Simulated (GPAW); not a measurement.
Entries from a set of simulations; values are calculated unless marked as measured.

## SrGaSnH (P3m1): one start, several treatments of the self-energy

The structure is trigonal, space group P3m1 (No. 156). The conventional cell has a = 4.483 Å, b = 4.483 Å, c = 5.191 Å, α = 90.00°, β = 90.00°, γ = 120.00°. Nearest to Sr lie 3 H at 2.61 Å. Ga has 1 H at 1.74 Å and 3 Sn at 2.70 Å nearest. Nearest to Sn lie 3 Ga at 2.70 Å. Nearest to H lie 1 Ga at 1.74 Å and 3 Sr at 2.61 Å. Farther neighbours are not listed.

- method: DFT, LDA, plane waves, PAW (and 3 further levels or steps)
- program: GPAW 26.7.0
- settings of one run: cutoff 600 eV, GPAW PAW setups 1.2.1 data release, 3×3×2 k-mesh, nbands 314
- cost: 6 runs, 3.2 min in all on 4 MPI ranks of Intel Xeon 6975P-C (Granite Rapids), shared host (the runs of this entry)
- notes: The cell and positions come from the Crystallography Open Database and are kept as given unless a step says otherwise. Limits: no spin-orbit coupling. Bands and cutoff are finite, so the gap is not at the basis limit. The miss can reach some tenths of an eV and take either sign; the mesh is an error of its own. The 3×3×2 mesh is coarse for this cell, which bears on the long-range parts of exchange and screening.
- G0W0, Godby-Needs plasmon pole: 1.186 eV
- one-shot HSE06: 1.074 eV
- G0W0, extrapolated in the cutoff: 1.153 eV
- one-shot Hartree-Fock: 5.715 eV
- G0W0, full frequency, Hilbert transform: 1.174 eV
- known limits: not at the basis limit; no spin-orbit coupling; coarse k mesh

One-shot HSE06: −0.112 eV against G0W0, Godby-Needs plasmon pole. G0W0, extrapolated in the cutoff: −0.033 eV against G0W0, Godby-Needs plasmon pole, at other bands or cutoff, so not like for like.

[Runs of the session that timed out or met a known fault of the program may be left out.]

[Hosts, paths, dates, database ids (printed as entryN), source tags and the programs' standing remarks are cut or masked in the printed files.]
